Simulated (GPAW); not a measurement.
# Screening of a field by NbSi2P4 monolayer, part 2 of 2

Aim: the dipole that a field along the normal induces in NbSi2P4 monolayer.

GPAW 26.7.0; GPAW, PAW setups; layer in a repeated cell with vacuum, relaxation of atoms and in-plane cell (the session's first sound run).

So far. Step 4 (In a field): The dipole is now -0.137 e Å, against 9.2e-5 in the run without a field. Step 5 (Field on): The dipole is now -0.0686 e Å, against 9.2e-5 in the run without a field.

## 8. Field on

Input file run.py:

```python
import json
import numpy as np
from ase import Atoms
from gpaw import GPAW, PW
from gpaw.external import ConstantElectricField

slab = Atoms(
    ['P', 'Si', 'P', 'Nb', 'P', 'Si', 'P'],
    positions=[
        [0.00000, -0.00000, 9.00000],
        [0.00000, 2.03793, 10.00908],
        [0.00000, 2.03793, 12.27409],
        [0.00000, -0.00000, 13.75855],
        [-0.00000, 2.03793, 15.24301],
        [0.00000, 2.03793, 17.50803],
        [-0.00000, -0.00000, 18.51711]],
    cell=[[3.52979, -0.0, 0.0], [-1.7649, 3.05689, 0.0], [0.0, 0.0, 27.5171]],
    pbc=[True, True, False],
    magmoms=[0.0, 0.0, 0.0, 1.0, 0.0, 0.0, 0.0])

slab.calc = GPAW(mode=PW(400), xc='PBE', kpts={'size': (9, 9, 1), 'gamma': True},
                 occupations={'name': 'fermi-dirac', 'width': 0.05}, nbands='200%',
                 convergence={'density': 1e-05}, maxiter=200,
                 poissonsolver={'dipolelayer': 'xy'},
                 external=ConstantElectricField(0.1, [0, 0, 1]),
                 symmetry={'tolerance': 1e-3}, txt='slab.txt')
result = {}
energy = slab.get_potential_energy()
fermi = slab.calc.get_fermi_level()
v = slab.calc.get_electrostatic_potential().mean((0, 1)) - fermi
n = slab.calc.get_pseudo_density().mean((0, 1))
L = slab.cell[2, 2]
z = np.arange(len(v)) * L / len(v)
low, high = slab.positions[:, 2].min(), slab.positions[:, 2].max()
below, above = np.interp([low - 6.8, high + 6.8], z, v)
slopes = [np.interp(x, z, np.gradient(v, z)) for x in (low - 6.8, high + 6.8)]
eps = np.array([[slab.calc.get_eigenvalues(k, s) for k in range(len(slab.calc.get_ibz_k_points()))]
                for s in range(slab.calc.get_number_of_spins())]) - fermi
top, bottom = eps[eps < 0].max(), eps[eps > 0].min()
dipole = slab.get_dipole_moment()[2]
print(f'energy {energy:.4f} eV, Fermi level {fermi:.4f} eV, dipole {dipole:.5f} e A')
print(f'potential 6.8 A off the faces, from the Fermi level: lower {below:.4f} eV, upper {above:.4f} eV')
print(f'slope of the potential there: lower {slopes[0]:.5f}, upper {slopes[1]:.5f} eV/A')
print(f'nearest levels on the mesh: {top:.4f} and {bottom:.4f} eV')
print('magnetic moment', round(slab.get_magnetic_moment(), 3))
result.update(energy=energy, fermi=fermi, dipole=dipole, below=below, above=above, slopes=slopes, edges=[top, bottom],
              z=z.tolist(), v=v.tolist(), n=n.tolist(), positions=slab.positions.tolist(),
              forces=slab.get_forces(apply_constraint=False).tolist(), moments=slab.get_magnetic_moments().tolist())
json.dump(result, open('result.json', 'w'))
```

Started as:

```sh
$ OMP_NUM_THREADS=1 OPENBLAS_NUM_THREADS=1 python run.py
```

It took 9.7 min on 1 thread of Intel Xeon Platinum 8559C (Emerald Rapids), shared host; peak memory 0.63 GiB.

The electrostatic potential energy of an electron (without an applied field's), less the Fermi level, planar mean oscillates, so the rows of the table below give means over windows of 1.72 Å about each position, cut where the curve ends. Its maxima inside the range that stand out by 2 % of the span (Å: eV): 4.2: 6.05, 9.6: -10.4, 11.2: 2.29, 12.9: -5.36, 14.6: -5.53, 16.3: 1.79, 18.0: -11.2. Its minima: 9.0: -13.7, 9.9: -11.9, 12.3: -11.7, 13.8: -17.6, 15.3: -12.0, 17.6: -12.7, 18.5: -14.6.

Electrostatic potential energy of an electron (without an applied field's), less the Fermi level, planar mean against z; means over each step:

| z (Å) | electrostatic potential energy of an electron (without an applied field's), less the Fermi level, planar mean (eV) |
| --- | --- |
| 0.86 | 5.98 |
| 2.58 | 6.05 |
| 4.30 | 6.05 |
| 6.02 | 6.03 |
| 7.74 | 3.45 |
| 9.46 | -11.1 |
| 11.18 | -1.28 |
| 12.90 | -10.1 |
| 14.62 | -10.3 |
| 16.34 | -1.77 |
| 18.06 | -11.9 |
| 19.78 | 2.38 |
| 21.50 | 4.88 |
| 23.22 | 4.90 |
| 24.94 | 4.90 |
| 26.66 | 4.93 |

The dipole is now 0.0686 e Å, against 9.2e-5 in the run without a field.

## 9. Field on

Edit run.py of step 8 so:

```diff
@@ -24,3 +24,3 @@
                  poissonsolver={'dipolelayer': 'xy'},
-                 external=ConstantElectricField(0.1, [0, 0, 1]),
+                 external=ConstantElectricField(0.2, [0, 0, 1]),
                  symmetry={'tolerance': 1e-3}, txt='slab.txt')
```

Run time: 9.4 min. Hardware: 1 thread; peak memory 0.63 GiB.

The dipole is now 0.137 e Å, against 9.2e-5 in the run without a field.

## 10. Field on

Edit run.py of step 9 so:

```diff
@@ -24,3 +24,3 @@
                  poissonsolver={'dipolelayer': 'xy'},
-                 external=ConstantElectricField(0.2, [0, 0, 1]),
+                 external=ConstantElectricField(0.3, [0, 0, 1]),
                  symmetry={'tolerance': 1e-3}, txt='slab.txt')
```

Wall time 8.7 min (1 thread); peak memory 0.63 GiB.

The dipole is now 0.206 e Å, against 9.2e-5 in the run without a field.

## 11. The series

The members are put on one axis.

This step: induced dipole against applied field (GPAW 26.7.0).

Dipole along the normal against field:

```csv
field (V/Å),dipole along the normal (e·Å)
-0.200,-0.137
-0.100,-0.0686
-0.050,-0.0343
0.000,9.2e-5
0.050,0.0343
0.100,0.0686
0.200,0.137
0.300,0.206
```

## 12. A changed run

One more run, with changed settings.

This step: GPAW, PAW setups; slab in vacuum (GPAW 26.7.0).

Edit run.py of step 10 so:

```diff
@@ -4,3 +4,2 @@
 from gpaw import GPAW, PW
-from gpaw.external import ConstantElectricField
 
@@ -22,5 +21,4 @@
                  occupations={'name': 'fermi-dirac', 'width': 0.05}, nbands='200%',
-                 convergence={'density': 1e-05}, maxiter=200,
+                 convergence={'density': 1e-05}, maxiter=3,
                  poissonsolver={'dipolelayer': 'xy'},
-                 external=ConstantElectricField(0.3, [0, 0, 1]),
                  symmetry={'tolerance': 1e-3}, txt='slab.txt')
```

Run time: 31 s. Hardware: 1 thread; peak memory 0.35 GiB.

The run stopped without converging, so none of its numbers is a property of the system.

The fault put into the input: too few SCF iterations (maxiter = 3).

## 13. Outcome

* work function, both faces: 5.47 eV
* dipole along the normal: 9.2e-5 e Å, near the numerical noise
* induced dipole per field: 0.686 e Å per V/Å
* out-of-plane polarisability per area, α/(ε0 A): 11.5 Å

What this shows: The field induces 0.686 e Å per V/Å, a polarisable thickness α/(ε0 A) of 11.5 Å beside 9.52 Å between the outermost nuclei. A perfect conductor would give the distance between its two image planes; a dielectric of thickness t gives t(1 - 1/ε). The induced dipole is linear in the field over this range. One magnetic start was tried; another order may lie lower. The layer's cell and atoms come from the relaxation; spin-orbit coupling and temperature are left out.

[Logs are printed without paths, hosts, clocks, repeated set-up lines and the standing remarks that a program may print on its own settings, such as how far it seeks lower states.]

[Hosts, paths, dates, database ids (printed as entryN), source tags and the programs' standing remarks are cut or masked in the printed files.]
